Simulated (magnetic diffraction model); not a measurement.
## Magnetic neutron pattern of MgNi4S5

Space group R-3m (no. 166), a = 3.7920 Å, c = 43.7260 Å.

| site | atom | x | y | z |
| --- | --- | --- | --- | --- |
| 6c | Ni | 1/3 | 2/3 | 0.0666 |
| 6c | Ni | 2/3 | 1/3 | 0.1348 |
| 6c | S | 2/3 | 1/3 | 0.2328 |
| 6c | S | 0 | 0 | 0.2995 |
| 3b | S | 1/3 | 2/3 | 1/6 |
| 3a | Mg | 0 | 0 | 0 |

The compound is invented for this exercise: a known structure type with other elements, its cell scaled to their sizes and not relaxed.

Only Ni is taken to order (form factors of Ni2+); orders and moment sizes are assumed, and not adapted to the symmetry. Radiation: neutrons of λ = 1.909 Å, 5° to 75°; isotropic B of 0.66 Å² (Ni), 0.62 Å² (S) and 0.8 Å² (Mg). The intensities are simulated: I ∝ L Σ (|F_N|² + |F_M⊥|²) for unpolarised neutrons, with F_M = 2.695 fm/μB × Σ f(s) S exp(2πi Q·r) exp(−B s²) at Q = H ± k (one set where k and −k are equivalent), only the part normal to Q counting and L = 1/(sin²θ cos θ). For collinear order S is the moment m, which repeats by lattice and centring translations R with the sign exp(−2πi k·R). Form factors are spin-only for 3d ions and dipole or tabulated for f ions, scattering lengths are Sears's of 1992, and absorption is left out. A label names one of the reflections at its angle. The strongest nuclear line in the range is 100, and lines under 0.2 are left out.

Assume the order k = (1/2 1/2 0), collinear moments along [120], 1.08 μB on Ni; signs + at (1/3, 2/3, 0.0666), + at (2/3, 1/3, 0.1348), − at (0, 0, 0.1985), + at (1/3, 2/3, 0.2667).

Predict the pattern, nuclear and magnetic parts apart.

```csv
2θ (°),index,nuclear,magnetic
7.51,(0 0 3),7.7,0.0
15.05,(0 0 6),1.0,0.0
16.90,(1/2 -1/2 1),0.0,0.3
17.46,(-1/2 1/2 2),0.0,0.3
19.52,(1/2 -1/2 4),0.0,0.3
20.94,(-1/2 1/2 5),0.0,3.5
22.66,(0 0 9),1.4,0.0
29.16,(1/2 1/2 0),0.0,0.5
30.37,(0 0 12),0.3,0.0
30.41,(1/2 -1/2 10),0.0,1.6
33.89,(1 0 1),0.9,0.0
34.19,(0 1 2),0.9,0.0
35.33,(1 0 4),1.2,0.0
36.17,(0 1 5),38.5,0.0
38.23,(0 0 15),11.4,0.0
38.34,(1 0 7),0.5,0.0
39.64,(0 1 8),0.9,0.0
42.63,(1 0 10),100.0,0.0
44.30,(0 1 11),0.2,0.0
46.27,(0 0 18),0.3,0.0
47.12,(3/2 -1/2 5),0.0,0.6
47.94,(1 0 13),0.9,0.0
48.79,(1/2 1/2 15),0.0,0.7
49.89,(0 1 14),1.1,0.0
51.70,(3/2 -3/2 0),0.0,0.3
52.48,(-1/2 3/2 10),0.0,0.5
54.79,(-1/2 1/2 20),0.0,0.3
60.45,(1 1 0),54.0,0.0
60.86,(1 0 19),1.1,0.0
61.02,(1 1 3),0.8,0.0
62.69,(1 1 6),0.4,0.0
63.19,(0 0 24),0.4,0.0
63.27,(0 1 20),49.4,0.0
65.42,(1 1 9),1.2,0.0
66.08,(3/2 -3/2 15),0.0,0.3
69.15,(1 1 12),0.4,0.0
70.92,(0 1 23),0.7,0.0
71.14,(0 2 1),0.3,0.0
71.15,(3/2 -1/2 20),0.0,0.2
71.32,(2 0 2),0.3,0.0
72.01,(0 2 4),0.4,0.0
72.52,(2 0 5),11.3,0.0
73.82,(1 1 15),21.9,0.0
74.74,(2 0 8),0.3,0.0
```

The strongest magnetic line in the range is (-1/2 1/2 5) at 20.94° (3.5). On top of the Lorentz factor, which all lines share, magnetic lines fade with angle because f falls: for Ni2+ it is 0.92, 0.73, 0.52 and 0.21 at sin θ/λ = 0.1, 0.2, 0.3 and 0.5 Å⁻¹, while nuclear lengths stay constant. The order has no net moment.

[Logs are printed without paths, hosts, clocks, repeated set-up lines and the standing remarks that a program may print on its own settings, such as how far it seeks lower states.]
